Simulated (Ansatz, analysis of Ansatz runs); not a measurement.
## SnClF (Pnma): does an added hole stay on Cl?

Aim: the energy barrier that a trapped hole meets when it moves from one Cl atom to another one nearby in SnClF (Pnma). The model is a cell of 72 host atoms.

Program: Ansatz 0.2.0. Level of theory: plane-wave PAW DFT, PBEsol+U; relaxation of all atoms of a supercell at fixed charge in a uniform background; PAW set soft_1. Results are calculated unless marked as measured.

## (1) The structure

The cell holds 72 atoms: 24 Sn, 24 Cl and 24 F. Its edges and angles: a = 12.279 Å, b = 12.860 Å, c = 10.013 Å, α = 90.0°, β = 90.0°, γ = 90.0°. It derives from SnClF (space group Pnma). Nearest the centre at fractional (0.500, 0.333, 0.500): Cl18 at 1.86 Å, Cl41 at 1.86 Å, Sn37 at 2.21 Å, Sn14 at 2.21 Å, F11 at 2.65 Å, F60 at 2.65 Å, Cl6 at 3.56 Å, Cl53 at 3.56 Å.

Hubbard terms: Cl p 6.0 eV. They were chosen, not fitted, to curb self-interaction in the shells named, the trial site's among them. The two sites are Cl18 and Cl41. The cell's shortest repeat is 10.0 Å.

## (2) The cell without the carrier

The neutral cell is relaxed first, from small random displacements, so that bond lengths and moments with the carrier can be set beside those of a relaxed cell without it.

The input, neutral.relax/input.yaml:

```yaml
crystal:
  lattice:
    - [12.27912259, 0.0, 0.0]
    - [0.0, 12.85991683, 0.0]
    - [0.0, 0.0, 10.01346887]
  atoms:
    - { symbol: Sn, position: [0.14094, 0.25, 0.412785] }
    - { symbol: Sn, position: [0.35906, 0.083333, 0.587215] }
    - { symbol: Sn, position: [0.39094, 0.25, 0.087215] }
    - { symbol: Sn, position: [0.10906, 0.083333, 0.912785] }
    - { symbol: Cl, position: [0.046529, 0.25, 0.640514] }
    - { symbol: Cl, position: [0.453471, 0.083333, 0.359486] }
    - { symbol: Cl, position: [0.296529, 0.25, 0.859486] }
    - { symbol: Cl, position: [0.203471, 0.083333, 0.140514] }
    - { symbol: F, position: [0.053253, 0.25, 0.981543] }
    - { symbol: F, position: [0.446747, 0.083333, 0.018457] }
    - { symbol: F, position: [0.303253, 0.25, 0.518457] }
    - { symbol: F, position: [0.196747, 0.083333, 0.481543] }
    - { symbol: Sn, position: [0.14094, 0.583333, 0.412785] }
    - { symbol: Sn, position: [0.35906, 0.416667, 0.587215] }
    - { symbol: Sn, position: [0.39094, 0.583333, 0.087215] }
    - { symbol: Sn, position: [0.10906, 0.416667, 0.912785] }
    - { symbol: Cl, position: [0.046529, 0.583333, 0.640514] }
    - { symbol: Cl, position: [0.453471, 0.416667, 0.359486] }
    - { symbol: Cl, position: [0.296529, 0.583333, 0.859486] }
    - { symbol: Cl, position: [0.203471, 0.416667, 0.140514] }
    - { symbol: F, position: [0.053253, 0.583333, 0.981543] }
    - { symbol: F, position: [0.446747, 0.416667, 0.018457] }
    - { symbol: F, position: [0.303253, 0.583333, 0.518457] }
    - { symbol: F, position: [0.196747, 0.416667, 0.481543] }
    - { symbol: Sn, position: [0.14094, 0.916667, 0.412785] }
    - { symbol: Sn, position: [0.35906, 0.75, 0.587215] }
    - { symbol: Sn, position: [0.39094, 0.916667, 0.087215] }
    - { symbol: Sn, position: [0.10906, 0.75, 0.912785] }
    - { symbol: Cl, position: [0.046529, 0.916667, 0.640514] }
    - { symbol: Cl, position: [0.453471, 0.75, 0.359486] }
    - { symbol: Cl, position: [0.296529, 0.916667, 0.859486] }
    - { symbol: Cl, position: [0.203471, 0.75, 0.140514] }
    - { symbol: F, position: [0.053253, 0.916667, 0.981543] }
    - { symbol: F, position: [0.446747, 0.75, 0.018457] }
    - { symbol: F, position: [0.303253, 0.916667, 0.518457] }
    - { symbol: F, position: [0.196747, 0.75, 0.481543] }
    - { symbol: Sn, position: [0.64094, 0.25, 0.412785] }
    - { symbol: Sn, position: [0.85906, 0.083333, 0.587215] }
    - { symbol: Sn, position: [0.89094, 0.25, 0.087215] }
    - { symbol: Sn, position: [0.60906, 0.083333, 0.912785] }
    - { symbol: Cl, position: [0.546529, 0.25, 0.640514] }
    - { symbol: Cl, position: [0.953471, 0.083333, 0.359486] }
    - { symbol: Cl, position: [0.796529, 0.25, 0.859486] }
    - { symbol: Cl, position: [0.703471, 0.083333, 0.140514] }
    - { symbol: F, position: [0.553253, 0.25, 0.981543] }
    - { symbol: F, position: [0.946747, 0.083333, 0.018457] }
    - { symbol: F, position: [0.803253, 0.25, 0.518457] }
    - { symbol: F, position: [0.696747, 0.083333, 0.481543] }
    - { symbol: Sn, position: [0.64094, 0.583333, 0.412785] }
    - { symbol: Sn, position: [0.85906, 0.416667, 0.587215] }
    - { symbol: Sn, position: [0.89094, 0.583333, 0.087215] }
    - { symbol: Sn, position: [0.60906, 0.416667, 0.912785] }
    - { symbol: Cl, position: [0.546529, 0.583333, 0.640514] }
    - { symbol: Cl, position: [0.953471, 0.416667, 0.359486] }
    - { symbol: Cl, position: [0.796529, 0.583333, 0.859486] }
    - { symbol: Cl, position: [0.703471, 0.416667, 0.140514] }
    - { symbol: F, position: [0.553253, 0.583333, 0.981543] }
    - { symbol: F, position: [0.946747, 0.416667, 0.018457] }
    - { symbol: F, position: [0.803253, 0.583333, 0.518457] }
    - { symbol: F, position: [0.696747, 0.416667, 0.481543] }
    - { symbol: Sn, position: [0.64094, 0.916667, 0.412785] }
    - { symbol: Sn, position: [0.85906, 0.75, 0.587215] }
    - { symbol: Sn, position: [0.89094, 0.916667, 0.087215] }
    - { symbol: Sn, position: [0.60906, 0.75, 0.912785] }
    - { symbol: Cl, position: [0.546529, 0.916667, 0.640514] }
    - { symbol: Cl, position: [0.953471, 0.75, 0.359486] }
    - { symbol: Cl, position: [0.796529, 0.916667, 0.859486] }
    - { symbol: Cl, position: [0.703471, 0.75, 0.140514] }
    - { symbol: F, position: [0.553253, 0.916667, 0.981543] }
    - { symbol: F, position: [0.946747, 0.75, 0.018457] }
    - { symbol: F, position: [0.803253, 0.916667, 0.518457] }
    - { symbol: F, position: [0.696747, 0.75, 0.481543] }
basis:
  ecutwfc: 420
  xc_grid: 2
hamiltonian:
  xc: pbesol
  hubbard:
    sites: [{ species: Cl, l: p, u_eff: 6.0 }]
    projectors: ortho-atomic
  pseudopotentials: { kind: paw, azcp: { folder: soft_1 }, xc_functional: pbe }
kpoints:
  mp_grid: { grid: [1, 1, 1] }
scf:
  occupations: { method: fermi_dirac, width: 0.01 }
  max_iter: 120
  lower_state_search: "off"
output:
  forces: true
relax:
  f_tol: 0.02
  max_steps: 70
  random_displacement: { amplitude: 0.04, seed: 1258 }
checkpoint:
  write: "../neutral.relax.run"
  compress: false
  write_wavefunctions: true
  write_every: 100000
```

On the command line:

```bash
$ ansatz run input.yaml --threads 4 --pin off --max-ram 17899MiB --backend cpu --events-out ev --progress --plain --runs-dir out
```

Numbers of over 12 decimals in the logs are rounded to 6 here.

The program printed:

```text
[... repeated set-up lines and file paths are left out, and long positions are rounded to six places ...]
Engine: ansatz 0.2.0, aarch64-unknown-linux-gnu
Pseudopotentials: kind: paw
Pseudopotential: Sn, paw, valence charge 14, recommended cutoff 420 eV (normal), soft_1/Sn.paw.azcp
Pseudopotential: Cl, paw, valence charge 7, recommended cutoff 420 eV (normal), soft_1/Cl.paw.azcp
Pseudopotential: F, paw, valence charge 7, recommended cutoff 420 eV (normal), soft_1/F.paw.azcp
Functional definition: PBEsol
  exchange = pbesol_x
  correlation = pbesol_c
Crystal: 72 atoms, lattice volume = 1581.212 Å³
Basis set: ecut = 420 eV, 30947 PW (Γ), exchange–correlation on 180×180×144 points (8 copies of the dense FFT grid, shifted against one another)
Bands: 408, of which v1, the nominal top of the filled ones, is band 336 counted from 1 (335 counted from 0)
Symmetry: 1 space group operations
k-points: 1
Non-local potential: Sn, projectors of the file, l = 0: 2, l = 1: 2, l = 2: 2, l = 3: 1
Non-local potential: Cl, projectors of the file, l = 0: 2, l = 1: 2, l = 2: 1
Non-local potential: F, projectors of the file, l = 0: 2, l = 1: 2, l = 2: 1
PAW form: soft (Blöchl's): semilocal exchange-correlation on the pseudo side does not see the compensation charge
PAW frozen core: Sn, regenerated for the run's functional, and the local potential with it (the file was generated under x = pbe(κ = 0.804, μ = 0.219515), c = pbe(β = 0.066725))
PAW frozen core: Cl, regenerated for the run's functional, and the local potential with it (the file was generated under x = pbe(κ = 0.804, μ = 0.219515), c = pbe(β = 0.066725))
[...]
[... 2 atoms left out ...]
  atom  14  Sn     0.00319208    -0.00057625     0.00009111
  [... 3 atoms left out ...]
  atom  18  Cl    -0.00003368     0.00041271    -0.00168703
  [... 18 atoms left out ...]
  atom  37  Sn    -0.00020842     0.00089446    -0.00296929
  [... 3 atoms left out ...]
  atom  41  Cl    -0.00222995    -0.00066240     0.00009519
  [... 7 atoms left out ...]
  atom  49  Sn     0.00002141     0.00092143    -0.00370240
  [... 3 atoms left out ...]
  atom  53  Cl    -0.00059034     0.00030275     0.00021311
[...]
atom  60  F      0.00095005     0.00016951     0.00232846
[...]
max |Σ_I F_I| component: 2.99e-5 eV/Å
--- Band table (eV) ---
  k-point 0: bands = ["-18.9007", "-18.9006", "-18.8995", "-18.8980", [... 400 left out ...] "10.5889", "10.6601", "10.6609", "10.9947"]
Occupation matrices written to <dir>
--- Relaxed structure (4 steps of the walk, 4 accepted, 0 SCFs on fresh bases) ---
  F+E_penalty+E_count = -187484.84206101 eV   max|allowed force component| = 4.186e-3 eV/Å
  atoms:
    - { symbol: Sn, position: [0.146659, 0.250185, 0.408823] }
    - { symbol: Sn, position: [0.352287, 0.083416, 0.592273] }
[...]
- { symbol: Cl, position: [0.449750, 0.083624, 0.361585] }
[...]
- { symbol: F, position: [0.302098, 0.250170, 0.521587] }
[...]
- { symbol: Sn, position: [0.352203, 0.416806, 0.592403] }
[...]
- { symbol: Cl, position: [0.449805, 0.416783, 0.361774] }
[...]
- { symbol: Sn, position: [0.646360, 0.249991, 0.408518] }
[...]
- { symbol: Cl, position: [0.549067, 0.250104, 0.639275] }
    [... 7 atoms left out ...]
    - { symbol: Sn, position: [0.646315, 0.583266, 0.408523] }
    [... 3 atoms left out ...]
    - { symbol: Cl, position: [0.548879, 0.583432, 0.639219] }
    [... 6 atoms left out ...]
    - { symbol: F, position: [0.696573, 0.416728, 0.479287] }
    [... 12 atoms left out ...]
[key lines of the parts left out:]
SCF converged after 7 iterations
Free energy (F): -187484.842061 eV
Fermi energy:    5.571742 eV
```

Run time: 79 s. Hardware: 4 threads of Arm Neoverse V2, shared host; peak memory 2.1 GiB.

The largest displacement from an ideal site is 0.093 Å.

(Part 1 of 2 ends here.)

[Logs are printed without paths, hosts, clocks, repeated set-up lines and the standing remarks that a program may print on its own settings, such as how far it seeks lower states.]

[Hosts, paths, dates, database ids (printed as entryN), source tags and the programs' standing remarks are cut or masked in the printed files.]
